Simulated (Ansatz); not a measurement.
# How fast states decay through H3SeF, part 3 of 3

Wanted: the relaxed cell of H3SeF, its band edges and its decay constants. It is built by putting F for Cl, Se for O in the H3ClO structure of space group R3m, with the volume rescaled by atomic radii. The parent structure comes from the Materials Project.

Ansatz 0.2.0; r2SCAN DFT, plane waves, PAW files (the session's first sound run).

So far, gap on path (eV): step 3 (band edges) 5.95.

The structure was built from a prototype and need not be the compound's stable phase.

## 6. Complex bands, plane (001), k-mesh 8×8×8

Level of this step: r2SCAN DFT, plane waves, PAW files; complex bands by layer matching along the plane's normal (Ansatz).

The same for the (001) plane, at (0, 0), (-0.5, -0.5) and (0.5, 0), to see how the decay depends on direction.

Input file input.yaml:

```yaml
crystal:
  lattice:
    - [4.69872748, 0.0, 0.0]
    - [2.34936374, 4.069217363, 0.0]
    - [2.34936374, 1.356405788, 3.259099304]
  atoms:
    - { symbol: H, position: [0.7593930025, 0.7593930025, 0.2118209576] }
    - { symbol: H, position: [0.2693930374, 0.7593930025, 0.2118209576] }
    - { symbol: H, position: [0.7593930025, 0.2693930374, 0.2118209576] }
    - { symbol: F, position: [0.9927987748, 0.9927987748, 0.0216036756] }
    - { symbol: Se, position: [0.5150211828, 0.5150211828, 0.4549364516] }
kpoints:
  mp_grid: { grid: [8, 8, 8] }
scf:
  occupations: { method: fixed }
hamiltonian:
  xc: r2scan
output:
  eigenvalues: true
  transmission:
    leads: [[0, 0]]
    kpoints: [[0.0, 0.0], [-0.5, -0.5], [0.5, 0.0]]
    e_range: [-1.0, 6.95]
    de: 0.13
```

Started as:

```bash
ansatz run input.yaml --threads 2 --pin off --max-ram 4096MiB --backend cpu --events-out ev --progress --plain --runs-dir out
```

Numbers of over 12 decimals in the logs are rounded to 6 here.

What it wrote:

```text
[...]
Crystal: 5 atoms, lattice volume = 62.314 Å³
Basis set: ecut = 500 eV, 1613 PW (Γ), exchange–correlation on 144×144×128 points (64 copies of the dense FFT grid, shifted against one another)
Bands: 18, of which v1, the nominal top of the filled ones, is band 13 counted from 1 (12 counted from 0)
Symmetry: 6 space group operations
[...]
k-points: 65 of 512 (time reversal used)
[...]
SCF iter   1: F=—  HF=-6335.484470 eV  |F-HF|=—  |Δ(HF+E_count)|=         —  Δρ=5.30e-3  dr2=1.36e-2  dr2_τ=3.61e-2  ethr=1.77e-3  ⟨swp⟩=4.4  Hψ=5406  notcnv=0  defer=168
[...]
SCF iter   8: F=-6335.478521 eV  HF=-6335.478521 eV  |F-HF|=6.20e-10  |Δ(HF+E_count)|=   1.84e-8  Δρ=1.83e-6  dr2=1.63e-9  dr2_τ=5.87e-11  ethr=3.85e-10  ⟨swp⟩=2.8  Hψ=2461  notcnv=0
SCF 1 converged in 8 iterations: F = -6335.478521 eV  dr2 = 1.63e-9
[...]
transmission: 5 of 15 steps passed
transmission: 10 of 15 steps passed
transmission: 15 of 15 steps passed
SCF converged after 8 iterations
Free energy (F): -6335.478521 eV
[...]
Internal energy: -6335.478521 eV  (E = F + TS)
E sigma→0 (E₀):  -6335.478521 eV
Fermi energy:    0.069803 eV
[...]
--- Band table (eV; the first three rows and the last of 65) ---
  k-point 0: bands = [... 9 lower, -2.3685, -0.5001, -0.5001, 0.0698, 6.0611, 8.2126, 8.2126, 9.6506, ... 1 higher]
  k-point 1: bands = [... 9 lower, -2.3603, -0.6045, -0.6045, -0.2865, 6.5722, 8.2329, 8.2329, 9.9572, ... 1 higher]
  k-point 2: bands = [... 9 lower, -2.3398, -1.0103, -0.8496, -0.8496, 7.4965, 8.2230, 8.2230, 10.3372, ... 1 higher]
  k-point 64: bands = [... 9 lower, -3.2462, -1.0243, -0.4612, -0.1082, 6.6733, 7.8938, 9.1109, 10.4012, ... 1 higher]
--- Transmission ---
  basis      : 199 plane waves across, 5 finite elements along
  points     : 3, as listed
[...]
crystal 0  : F1H3Se1, at the sites [0, 0], period 3.2591 Å: whole cells are its period
[...]
channels       : 0.000000e0 a spin
[...]
slowest decay  : 0.4014 /Å at (0.0000, 0.0000)
```

The job ended after 31 s (2 threads of Arm Neoverse V2, shared host; peak memory 0.66 GiB).

This step gave:

```yaml
decay_constant_at_the_filling_level_zone_centre: 0.4014 Å⁻¹
decay_constant_at_the_filling_level_slowest_listed_point: 0.4014 Å⁻¹
```

K parallel (0, 0); values up to 1.5 1/Å, a degenerate pair printed once or twice; energies at which all values exceed this have no row. Im kz of the slowest decaying states against energy, zero at the highest filled level on the SCF mesh:

```csv
energy (eV),decay 1 (Å⁻¹),decay 2 (Å⁻¹),decay 3 (Å⁻¹),decay 4 (Å⁻¹)
-1.000,0.946,1.26,-,-
-0.480,0.212,0.964,1.26,-
0.040,0.0759,0.492,0.970,1.26
0.560,0.260,0.613,0.969,1.25
0.950,0.319,0.669,0.964,1.25
1.470,0.366,0.721,0.954,1.24
1.990,0.392,0.752,0.940,1.24
2.510,0.403,0.770,0.923,1.25
3.030,0.401,0.776,0.902,1.26
3.550,0.389,0.773,0.878,1.28
3.940,0.373,0.765,0.858,1.31
4.460,0.340,0.747,0.828,1.40
4.980,0.290,0.721,0.794,1.36
5.500,0.213,0.688,0.755,1.32
6.020,0.648,0.710,1.27,-
6.540,0.598,0.657,1.22,-
```

K parallel (-0.5, -0.5); values up to 1.5 1/Å, a degenerate pair printed once or twice; energies at which all values exceed this have no row. The Im kz of the slowest decaying states by energy, zero at the highest filled level on the SCF mesh:

```csv
energy (eV),decay 1 (Å⁻¹),decay 2 (Å⁻¹),decay 3 (Å⁻¹),decay 4 (Å⁻¹)
-1.00,0.174,0.519,1.08,1.21
-0.61,0.133,0.407,1.09,1.20
-0.22,0.400,0.433,0.979,1.38
0.04,0.313,0.560,0.595,0.949
0.17,0.380,0.622,0.655,0.945
0.56,0.472,0.719,0.788,0.943
0.95,0.521,0.754,0.853,0.881
1.34,0.551,0.765,0.822,0.949
1.73,0.571,0.763,0.804,0.999
2.12,0.582,0.753,0.789,1.03
2.51,0.586,0.735,0.775,1.06
2.90,0.586,0.710,0.760,1.08
3.42,0.577,0.669,0.739,1.04
3.81,0.566,0.630,0.720,1.01
4.20,0.548,0.587,0.699,0.974
4.59,0.511,0.548,0.675,0.941
4.98,0.445,0.521,0.648,0.908
5.37,0.352,0.494,0.618,0.873
5.76,0.205,0.463,0.583,0.836
6.15,0.428,0.543,0.795,1.00
6.54,0.386,0.498,0.750,0.968
6.93,0.334,0.443,0.698,0.923
```

K parallel (0.5, 0); values up to 1.5 1/Å, a degenerate pair printed once or twice; energies at which all values exceed this have no row. The Im kz of the slowest decaying states by energy, zero at the highest filled level on the SCF mesh:

```csv
energy (eV),decay 1 (Å⁻¹),decay 2 (Å⁻¹),decay 3 (Å⁻¹),decay 4 (Å⁻¹)
-1.000,0.174,0.519,1.08,1.21
-0.480,0.250,0.284,1.05,1.26
0.040,0.313,0.560,0.595,0.949
0.560,0.472,0.719,0.788,0.943
0.950,0.521,0.754,0.853,0.881
1.470,0.559,0.766,0.815,0.968
1.990,0.579,0.757,0.794,1.02
2.510,0.586,0.735,0.775,1.06
3.030,0.584,0.701,0.755,1.07
3.550,0.574,0.657,0.733,1.03
3.940,0.561,0.616,0.713,0.995
4.460,0.527,0.559,0.683,0.952
4.980,0.445,0.521,0.648,0.908
5.500,0.313,0.484,0.607,0.861
6.020,0.440,0.557,0.809,1.01
6.540,0.386,0.498,0.750,0.968
```

At the listed wavevectors the last open channel is at -0.09 eV and the next at +6.02 eV on the grid. At +3.03 eV, the grid energy nearest the filling level (the middle of the gap on the SCF mesh), the slowest state at the listed wavevectors decays with κ = 0.401 Å⁻¹, its amplitude falling by e over 2.5 Å; the first such run, plane (110), gave 0.407 Å⁻¹.

## 7. A check of the settings: basis.ecutwfc = "51.4 Ry"

This step: r2SCAN DFT, plane waves, PAW files; complex bands by layer matching along the plane's normal; changed: basis.ecutwfc = "51.4 Ry" (Ansatz 0.2.0).

This run repeats an earlier one, its twin (the complex run, plane (110)), with one setting changed (basis.ecutwfc; files written aside). It is meant to test whether the cutoff is converged. Where the input is shown as a difference, that is against the step before, not the twin.

Input file input.yaml:

```yaml
crystal:
  lattice:
    - [4.240409758, 0.0, 0.0]
    - [-0.966171962, 6.255048089, 0.0]
    - [1.637118898, 3.127524044, 2.34936374]
  atoms:
    - { symbol: H, position: [0.481213995, 0.2406069975, 0.4899999651] }
    - { symbol: H, position: [0.9712139601, 0.2406069975, 0.0] }
    - { symbol: H, position: [0.9712139601, 0.7306069626, 0.5100000349] }
    - { symbol: F, position: [0.0144024504, 0.0072012252, 0.0] }
    - { symbol: Se, position: [0.9699576344, 0.4849788172, 0.0] }
kpoints:
  mp_grid: { grid: [10, 10, 10] }
scf:
  occupations: { method: fixed }
hamiltonian:
  xc: r2scan
output:
  eigenvalues: true
  transmission:
    leads: [[0, 0]]
    kpoints: [[0.0, 0.0], [-0.5, 0.0]]
    e_range: [-1.0, 6.95]
    de: 0.16
basis:
  ecutwfc: "51.4 Ry"
```

What it wrote:

```text
[...]
Crystal: 5 atoms, lattice volume = 62.314 Å³
Basis set: ecut = 699.332627 eV, 2589 PW (Γ), exchange–correlation on 160×240×160 points (64 copies of the dense FFT grid, shifted against one another)
Bands: 18, of which v1, the nominal top of the filled ones, is band 13 counted from 1 (12 counted from 0)
Symmetry: 6 space group operations
[...]
k-points: 116 of 1000 (time reversal used)
[...]
SCF iter   1: F=—  HF=-6335.493009 eV  |F-HF|=—  |Δ(HF+E_count)|=         —  Δρ=5.48e-3  dr2=1.37e-2  dr2_τ=3.75e-2  ethr=1.77e-3  ⟨swp⟩=4.3  Hψ=9652  notcnv=0  defer=305
[...]
SCF iter   8: F=-6335.487440 eV  HF=-6335.487440 eV  |F-HF|=8.93e-10  |Δ(HF+E_count)|=   2.39e-8  Δρ=2.06e-6  dr2=2.05e-9  dr2_τ=7.89e-11  ethr=3.85e-10  ⟨swp⟩=7.7  Hψ=7579  notcnv=0
SCF 1 converged in 8 iterations: F = -6335.487440 eV  dr2 = 2.05e-9
[...]
transmission: 4 of 8 steps passed
transmission: 8 of 8 steps passed
SCF converged after 8 iterations
Free energy (F): -6335.487440 eV
[...]
Internal energy: -6335.487440 eV  (E = F + TS)
E sigma→0 (E₀):  -6335.487440 eV
Fermi energy:    0.069074 eV
[...]
--- Band table (eV; the first three rows and the last of 116) ---
  k-point 0: bands = [... 9 lower, -2.3680, -0.5006, -0.5006, 0.0691, 6.0607, 8.2117, 8.2117, 9.6500, ... 1 higher]
  k-point 1: bands = [... 9 lower, -2.4324, -0.8732, -0.5235, -0.0272, 6.6902, 8.1823, 8.2426, 9.5963, ... 1 higher]
  k-point 2: bands = [... 9 lower, -2.7641, -1.3502, -0.5939, -0.1556, 7.5029, 8.2324, 8.4960, 9.8248, ... 1 higher]
  k-point 115: bands = [... 9 lower, -2.2596, -1.9111, -1.1836, -1.1836, 7.8354, 8.1646, 8.1646, 12.0254, ... 1 higher]
--- Transmission ---
  basis      : 393 plane waves across, 4 finite elements along
  points     : 2, as listed
[...]
crystal 0  : F1H3Se1, at the sites [0, 0], period 2.3494 Å: whole cells are its period
[...]
channels       : 0.000000e0 a spin
[...]
slowest decay  : 0.4072 /Å at (0.0000, 0.0000)
```

Run time: 100 s. Hardware: 2 threads; peak memory 1.4 GiB; 3.3 min of CPU time.

Numbers from this step:

```
free energy                                               : -6335.4874 eV
Fermi energy                                              : 0.06907 eV
decay constant at the filling level, zone centre          : 0.4072 Å⁻¹
decay constant at the filling level, slowest listed point : 0.4072 Å⁻¹
```

K parallel (0, 0); values up to 1.5 1/Å, a degenerate pair printed once or twice; energies at which all values exceed this have no row. Table of Im kz of the slowest decaying states by energy, zero at the highest filled level on the SCF mesh:

```csv
energy (eV),decay 1 (Å⁻¹),decay 2 (Å⁻¹),decay 3 (Å⁻¹),decay 4 (Å⁻¹)
-1.00,0.356,0.920,0.930,0.955
-0.68,0.0666,0.805,0.875,0.898
-0.20,0.220,0.289,0.763,0.905
-0.04,0.242,0.252,0.318,0.876
0.12,0.266,0.343,0.409,0.883
0.60,0.355,0.397,0.463,0.700
0.92,0.377,0.420,0.543,0.721
1.40,0.400,0.443,0.626,0.738
1.72,0.409,0.452,0.672,0.743
2.20,0.415,0.458,0.743,0.747
2.52,0.414,0.457,0.740,0.798
2.84,0.410,0.452,0.735,0.793
3.32,0.398,0.439,0.722,0.781
3.64,0.386,0.426,0.711,0.772
4.12,0.360,0.399,0.690,0.754
4.44,0.338,0.374,0.673,0.740
4.92,0.293,0.326,0.644,0.715
5.24,0.253,0.280,0.621,0.696
5.72,0.159,0.169,0.580,0.663
6.04,0.548,0.637,0.754,1.000
6.52,0.489,0.592,0.699,0.918
6.84,0.442,0.556,0.655,0.857
```

K parallel (-0.5, 0); values up to 1.5 1/Å, a degenerate pair printed once or twice; energies at which all values exceed this have no row. Table of Im kz of the slowest decaying states by energy, zero at the highest filled level on the SCF mesh:

```csv
energy (eV),decay 1 (Å⁻¹),decay 2 (Å⁻¹),decay 3 (Å⁻¹),decay 4 (Å⁻¹)
-1.000,1.08,1.13,-,-
-0.520,0.144,0.723,1.19,-
-0.040,0.218,0.743,1.26,-
0.440,0.384,0.851,1.32,1.45
0.920,0.428,0.511,0.873,1.36
1.560,0.446,0.661,0.857,1.29
2.040,0.454,0.792,1.22,1.42
2.520,0.455,0.818,1.14,1.43
3.000,0.448,0.837,1.06,1.44
3.480,0.432,0.850,0.974,1.45
3.960,0.408,0.854,0.898,1.45
4.440,0.374,0.812,0.829,0.886
4.920,0.324,0.745,0.765,0.926
5.560,0.213,0.669,0.684,0.941
6.040,0.607,0.623,0.937,1.32
6.520,0.538,0.556,0.923,1.25
```

The least decay constant is 0.407 Å⁻¹ against 0.407 Å⁻¹ in the twin: no change within 1 %, at 2.0 times the CPU time.

## 8. What came out

```
band gap                                         : 5.95 eV
least decay constant at mid-gap, normal to (110) : 0.407 Å⁻¹
least decay constant at mid-gap, normal to (001) : 0.401 Å⁻¹
least decay constant on a mesh, normal to (110)  : 0.408 Å⁻¹
```

With r2SCAN, the slowest decay at the wavevectors tried is κ = 0.401 Å⁻¹, normal to (001). Through such a film the transmission near mid-gap falls as exp(−2κd), a factor of ten every 2.9 Å. The directions tried decay at nearly the same rate. A free electron under a barrier of half the gap would need a mass of 0.21 mₑ to decay at this rate. The compound is made up by substitution; its stability against other phases and against distortions of the cell's symmetry was not tested. r2SCAN still narrows gaps, if less than LDA and GGA do, so real decay constants are likely larger.

[Logs are printed without paths, hosts, clocks, repeated set-up lines and the standing remarks that a program may print on its own settings, such as how far it seeks lower states.]

[Hosts, paths, dates, database ids (printed as entryN), source tags and the programs' standing remarks are cut or masked in the printed files.]
